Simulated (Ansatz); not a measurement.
# linear Tc chain: one chain at several levels of theory, part 4 of 4

Wanted: the relaxed geometry and the open channels of the linear Tc chain, by several methods.

Ansatz 0.2.0; DFT PBE, plane waves, PAW; relaxation of a chain's period (the session's first sound run).

So far. Step 11 (Relaxing the period, cutoff 1142.88 eV): The cell's length comes to 2.171 Å, +0.1 % against the first run, with no moment. That is -21 % against the start, more than a small adjustment. Step 12 (The relaxed wire): The cell's length comes to 2.169 Å, +0.0 % against the first run, with spin left out. That is -21 % against the start, more than a small adjustment.

## Step 14: Two-component spinors

This step: DFT PBE, plane waves, fully relativistic PAW; channels of a perfect chain with spin-orbit coupling (Ansatz 0.2.0).

Spin-orbit coupling mixes the spins and splits bands that cross or touch without it, so it can open or close channels. Fully relativistic datasets take the place of the scalar ones. The window is narrow, since spinor matrices are twice as large.

File input.yaml:

```yaml
crystal:
  lattice:
    - [7.5, 0.0, 0.0]
    - [0.0, 7.5, 0.0]
    - [0.0, 0.0, 2.1685796436]
  atoms:
    - { symbol: Tc, position: [0.5, 0.5, 0.0] }
kpoints:
  mp_grid: { grid: [1, 1, 37] }
  band_path: { path: ["Γ", Z], npoints: 60 }
scf:
  occupations: { method: fermi_dirac, width: 0.05 }
hamiltonian:
  xc: pbe
  pseudopotentials: { kind: paw_fr }
output:
  transmission:
    e_range: [-0.42, 0.42]
    de: 0.035
    kmesh: [1, 1]
    reduced_basis: false
    leads: [[0, 0]]
magnetization:
  noncollinear: true
  spin_orbit: true
```

Command:

```bash
ansatz run input.yaml --threads 4 --pin off --max-ram 8192MiB --backend cpu --events-out ev --progress --plain --runs-dir out
```

Numbers of over 12 decimals in the logs are rounded to 6 here.

The program printed:

```text
[...]
non-collinear run that drives no moment, with spin-orbit: no starting moment large enough to seed its density (crystal.atoms[].spin), no starting occupations that ask for one, no magnetisation constraint and no magnetic field, so the semilocal B_xc is pinned to zero
Crystal: 1 atoms, lattice volume = 121.983 Å³
Basis set: ecut = 500 eV, 3055 PW (Γ)
Bands: 24, of which v1, the nominal top of the filled ones, is band 15 counted from 1 (14 counted from 0)
Symmetry: 16 space group operations + 16 with time reversal
[...]
k-points: 19 of 37
Projection manifold: j_resolved (fully-relativistic pseudo-atomic orbitals)
[...]
SCF iter   1: F=—  HF=-5395.161566 eV  |F-HF|=—  |Δ(HF+E_count)|=         —  Δρ=3.44e-2  dr2=3.18e0  dr2_m=0.00e0 (ungated)  ethr=3.10e-3  |M|=0.00e0 ∫|m|=0.00e0 μB  |m|>n=0.0e0 m-floor=0.0e0 τ_xc=0.0e0  β_m=1.00  ⟨swp⟩=8.8  Hψ=1469  notcnv=0  defer=12
[...]
spin=Noncollinear: LDOS preconditioning applied to the charge; magnetization (m_x, m_y, m_z) channels mix plain (no charge-response kernel on spin).
SCF iter   2: F=—  HF=-5394.208430 eV  |F-HF|=—  |Δ(HF+E_count)|=   9.53e-1  Δρ=1.43e-2  dr2=1.69e-1  dr2_m=0.00e0 (ungated)  ethr=3.10e-3  |M|=0.00e0 ∫|m|=0.00e0 μB  |m|>n=0.0e0 m-floor=0.0e0 τ_xc=0.0e0  β_m=1.00  ⟨swp⟩=3.2  Hψ=599  notcnv=0  defer=48
[...]
SCF iter   7: F=-5394.212382 eV  HF=-5394.212382 eV  |F-HF|=1.27e-8  |Δ(HF+E_count)|=   9.86e-8  Δρ=4.84e-6  dr2=1.57e-8  dr2_m=0.00e0 (ungated)  ethr=6.67e-10  |M|=0.00e0 ∫|m|=0.00e0 μB  |m|>n=0.0e0 m-floor=0.0e0 τ_xc=0.0e0  ⟨swp⟩=9.5  Hψ=1066  notcnv=0
SCF 1 converged in 7 iterations: F = -5394.212382 eV  dr2 = 1.57e-8
[...]
transmission: 4 of 4 steps passed
SCF converged after 7 iterations
Magnetization: |M| = 0.0000 μB,  M = (+0.0000, +0.0000, +0.0000) μB
Absolute magnetization: 0.0000 μB (∫|m|)
  site 0: m = (+0.0000, +0.0000, +0.0000) μB, |m| = 0.0000 μB  (R = 0.89 Å)
Free energy (F): -5394.212382 eV
[...]
Internal energy: -5394.198124 eV  (E = F + TS)
E sigma→0 (E₀):  -5394.205253 eV
Entropy (-TS):   -0.014258 eV (-14.258 meV/atom)
Fermi energy:    -1.556215 eV
[...]
--- Band table (eV; the first three rows and the last of 19) ---
  k-point 0: bands = [... 11 lower, -3.0415, -3.0214, -3.0214, -2.8323, -2.8323, 0.8580, 0.8580, 1.0233, ... 5 higher]
  k-point 1: bands = [... 11 lower, -3.0191, -3.0088, -3.0088, -2.8194, -2.8194, 0.7886, 0.7886, 0.9586, ... 5 higher]
  k-point 2: bands = [... 11 lower, -2.9713, -2.9518, -2.9518, -2.7809, -2.7809, 0.5804, 0.5804, 0.7604, ... 5 higher]
  k-point 18: bands = [... 11 lower, -5.6919, -0.8879, -0.8879, -0.6425, -0.6425, 1.2078, 1.2078, 5.0523, ... 5 higher]
--- Transmission ---
  basis      : 593 plane waves across, 4 finite elements along
  points     : 1, standing for a mesh of 1 x 1
[...]
crystal 0  : Tc1, at the sites [0, 0], period 2.1686 Å: whole cells are its period
[...]
filled         : 12.1 meV under the level at which it is neutral
    channels       : 1.200000e1 of both spins
[...]
```

Elapsed: 8.4 min, on 4 threads of Arm Neoverse V1, shared host; peak memory 4.3 GiB; 29 min of CPU time.

Numbers from this step:

| Item | Value |
| --- | --- |
| energy at zero smearing | -5394.2053 eV |
| channels at the energy nearest the Fermi level, both spins | 12 |

Table of open channels of the lead, both spins by energy, zero at the Fermi level:

```
energy (eV)  open channels of the lead, both spins
     -0.420                                     12
     -0.385                                     12
     -0.350                                     12
     -0.315                                      8
     -0.280                                      8
     -0.245                                      8
     -0.210                                     12
     -0.175                                     12
     -0.140                                     12
     -0.105                                     12
     -0.070                                     12
     -0.035                                     12
      0.000                                     12
      0.035                                     12
      0.070                                     12
      0.105                                     12
      0.140                                     12
      0.175                                     12
      0.210                                     12
      0.245                                     12
      0.280                                     12
      0.315                                     12
      0.350                                     12
      0.385                                     12
      0.420                                     12
```

The slowest values at each energy, most degenerate partners merged, listed up to 1.5 1/Å. Im kz of the slowest decaying states against energy, zero at the Fermi level:

```
energy (eV)  decay 1 (Å⁻¹)  decay 2 (Å⁻¹)  decay 3 (Å⁻¹)  decay 4 (Å⁻¹)
     -0.420           1.05           1.06           1.15           1.29
     -0.385           1.04           1.05           1.14           1.29
     -0.350           1.04           1.05           1.14           1.28
     -0.315        0.00633           1.03           1.04           1.14
     -0.280        0.00792           1.03           1.04           1.13
     -0.245        0.00413           1.02           1.03           1.13
     -0.210           1.02           1.03           1.12           1.27
     -0.175           1.01           1.02           1.12           1.27
     -0.140           1.01           1.02           1.11           1.26
     -0.105           1.01           1.01           1.11           1.26
     -0.070           1.00           1.01           1.11           1.25
     -0.035          0.996           1.01           1.10           1.25
      0.000          0.992           1.00           1.10           1.25
      0.035          0.987          0.996           1.09           1.24
      0.070          0.982          0.991           1.09           1.24
      0.105          0.977          0.987           1.08           1.23
      0.140          0.972          0.982           1.08           1.23
      0.175          0.968          0.977           1.08           1.23
      0.210          0.963          0.972           1.07           1.22
      0.245          0.958          0.967           1.07           1.22
      0.280          0.953          0.963           1.06           1.21
      0.315          0.948          0.958           1.06           1.21
      0.350          0.943          0.953           1.05           1.21
      0.385          0.938          0.948           1.05           1.20
      0.420          0.933          0.943           1.05           1.20
```

The electronic bands at the labelled points (eV, zero at the Fermi level):

```
  point  band 13  band 14  band 15  band 16  band 17  band 18  band 19  band 20
      Γ    -1.47    -1.47    -1.28    -1.28     2.41     2.41     2.58     2.58
halfway    -0.59    -0.59    -0.50    -0.50    -0.30    -0.30     0.97     0.97
      Z     0.67     0.67     0.92     0.92     2.78     2.78     6.63     6.63
```

At the computed energy nearest the Fermi level there are 12 spinor channels, and the thermal average gives 6.00 G₀.

## Step 15: A varied input

This step: DFT PBE, plane waves, PAW; channels and complex bands of a perfect chain; changed: output.transmission.e_range = [0, 2], output.transmission.de = 0.035 (Ansatz 0.2.0).

The atoms of the run on the perfect lead (PBE) are kept and the input is varied, to see whether the result depends on it. The ELF is not written this time.

input.yaml, the sections that differ from step 14:

```yaml
hamiltonian:
  xc: pbe
output:
  transmission:
    e_range: [0, 2]
    de: 0.035
    kmesh: [1, 1]
    reduced_basis: true
    leads: [[0, 0]]
  dos: { projected: true, e_range: [-6, 4] }
  write_potential: true
  write_density: true
  volumetric_format: npy
# crystal, kpoints, scf: as in step 14
# magnetization: removed
```

The program printed:

```text
[...]
Crystal: 1 atoms, lattice volume = 121.983 Å³
Basis set: ecut = 500 eV, 3055 PW (Γ)
Bands: 12, of which v1, the nominal top of the filled ones, is band 8 counted from 1 (7 counted from 0)
Symmetry: 16 space group operations
[...]
k-points: 19 of 37
[...]
SCF iter   1: F=—  HF=-5394.716613 eV  |F-HF|=—  |Δ(HF+E_count)|=         —  Δρ=3.47e-2  dr2=3.22e0  ethr=3.10e-3  ⟨swp⟩=6.4  Hψ=1413  notcnv=0
[...]
SCF iter   7: F=-5393.765598 eV  HF=-5393.765598 eV  |F-HF|=2.54e-8  |Δ(HF+E_count)|=   1.69e-8  Δρ=5.17e-6  dr2=1.44e-8  ethr=6.67e-10  ⟨swp⟩=5.0  Hψ=974  notcnv=0
SCF 1 converged in 7 iterations: F = -5393.765598 eV  dr2 = 1.44e-8
[...]
transmission: 3 of 18 steps passed
transmission: 6 of 18 steps passed
[...]
transmission: 18 of 18 steps passed
[...]
SCF converged after 7 iterations
Free energy (F): -5393.765598 eV
[...]
Internal energy: -5393.753084 eV  (E = F + TS)
E sigma→0 (E₀):  -5393.759341 eV
Entropy (-TS):   -0.012514 eV (-12.514 meV/atom)
Fermi energy:    -1.571271 eV
[...]
--- Band table (eV; the first three rows and the last of 19) ---
  k-point 0: bands = [... 4 lower, -6.9420, -3.0420, -2.9385, -2.9257, 0.9439, 0.9439, 2.4224, 2.4224]
  k-point 1: bands = [... 4 lower, -6.8671, -3.0196, -2.9257, -2.9130, 0.8763, 0.8763, 2.4248, 2.4248]
  k-point 2: bands = [... 4 lower, -6.6445, -2.9522, -2.8875, -2.8750, 0.6716, 0.6716, 2.4460, 2.4460]
  k-point 18: bands = [... 4 lower, -5.7364, -5.7364, -0.7759, -0.7749, 1.2025, 5.0674, 8.9094, 8.9094]
--- Transmission ---
  basis      : 593 plane waves across, 3 finite elements along
  points     : 1, standing for a mesh of 1 x 1
[...]
crystal 0  : Tc1, at the sites [0, 0], period 2.1686 Å: whole cells are its period
[...]
channels       : 6.000000e0 a spin
    conductance    : none, the energies end too early or step too widely for 300 K: set another output.transmission.e_range or a lower de, or, where they end at an eighth of basis.ecutwfc, a higher one
```

Elapsed: 7 s, on 4 threads; peak memory 0.44 GiB; 25 s of CPU time.

Numbers from this step:

```yaml
energy_at_zero_smearing: -5393.7593 eV
```

Open channels of the lead, one spin against energy, zero at the Fermi level:

```
energy (eV)  open channels of the lead, one spin
      0.000                                    6
      0.105                                    6
      0.175                                    6
      0.280                                    6
      0.385                                    6
      0.490                                    6
      0.560                                    6
      0.665                                    6
      0.770                                    6
      0.840                                    4
      0.945                                    4
      1.050                                    4
      1.155                                    4
      1.225                                    4
      1.330                                    4
      1.435                                    4
      1.505                                    4
      1.610                                    4
      1.715                                    4
      1.820                                    4
      1.890                                    4
      1.995                                    4
```

It took 7 s against 11 s for the run it varies; the program gives no conductance for this window, step and temperature, so that result is lost.

The channels at the energy nearest the Fermi level, one spin stays within 0.2 % plus 0.001 of the run it varies.

## Step 16: The same system on other settings

This step: DFT PBE, plane waves, PAW; channels and complex bands of a perfect chain; changed: output.transmission.e_range = [-3, 3], output.transmission.de = 0.05 (Ansatz 0.2.0).

The atoms of the run on the perfect lead (PBE) are kept and the input is varied, to see whether the result depends on it. The ELF is not written this time.

Edit input.yaml of step 15 so:

```diff
@@ -16,4 +16,4 @@
   transmission:
-    e_range: [0, 2]
-    de: 0.035
+    e_range: [-3, 3]
+    de: 0.05
     kmesh: [1, 1]
```

The program printed:

```text
[...]
Crystal: 1 atoms, lattice volume = 121.983 Å³
Basis set: ecut = 500 eV, 3055 PW (Γ)
Bands: 12, of which v1, the nominal top of the filled ones, is band 8 counted from 1 (7 counted from 0)
Symmetry: 16 space group operations
[...]
k-points: 19 of 37
[...]
k-point 2: bands = [... 4 lower, -6.6445, -2.9522, -2.8875, -2.8750, 0.6716, 0.6716, 2.4460, 2.4460]
  k-point 18: bands = [... 4 lower, -5.7364, -5.7364, -0.7759, -0.7749, 1.2025, 5.0674, 8.9094, 8.9094]
--- Transmission ---
  basis      : 593 plane waves across, 3 finite elements along
  points     : 1, standing for a mesh of 1 x 1
[...]
crystal 0  : Tc1, at the sites [0, 0], period 2.1686 Å: whole cells are its period
[...]
channels       : 6.000000e0 a spin
[...]
[key lines of the parts left out:]
SCF converged after 7 iterations
Free energy (F): -5393.765598 eV
Fermi energy:    -1.571271 eV
```

The job ended after 14 s (4 threads; peak memory 0.52 GiB).

It took 14 s against 11 s for the run it varies; the program gives no conductance for this window, step and temperature, so that result is lost.

The channels at the energy nearest the Fermi level, one spin stays within 0.2 % plus 0.001 of the run it varies.

## Step 17: Outcome

```
cell length, PBE                      : 2.169 Å
cell length, r2SCAN                   : 2.269 Å
cell length, LDA                      : 2.132 Å
cell length, PBEsol                   : 2.146 Å
cell length, PBE, NC files            : 2.171 Å
cell length, PBE, no spin             : 2.169 Å
conductance, PBE                      : 6.00 G₀
conductance, r2SCAN                   : 4.50 G₀
absolute moment, r2SCAN               : 2.20 μB
conductance, LDA                      : 6.00 G₀
conductance, PBEsol                   : 6.00 G₀
conductance, with spin-orbit coupling : 6.00 G₀
```

**Reading.** Under PBE the cell's length is 2.17 Å, no moment survives, and it is a metal with 6 channels a spin next to the Fermi level, 6.00 G₀ at 300 K (4.50 to 6.00 over the functionals). The cell's length spans 6.4 % over the functionals, shortest under LDA and longest under r2SCAN. A perfect wire passes every open channel, so the conductance counts half a G₀ for each forward-moving state at the Fermi level, spin by spin. The functionals disagree on magnetism: the relaxation keeps a moment under r2SCAN (2.20 μB) and loses it under PBE, LDA and PBEsol. Transport is coherent and elastic here: the atoms are frozen, so scattering by vibrations plays no part. No search over magnetic orders was made; another may lie lower. For the perfect chain only parallel moments were started; its antiparallel and spiral orders were not tested. The lead's cell of one atom keeps the chain straight and evenly spaced; a zigzag or dimerised form may lie lower.

[Logs are printed without paths, hosts, clocks, repeated set-up lines and the standing remarks that a program may print on its own settings, such as how far it seeks lower states.]

[Hosts, paths, dates, database ids (printed as entryN), source tags and the programs' standing remarks are cut or masked in the printed files.]
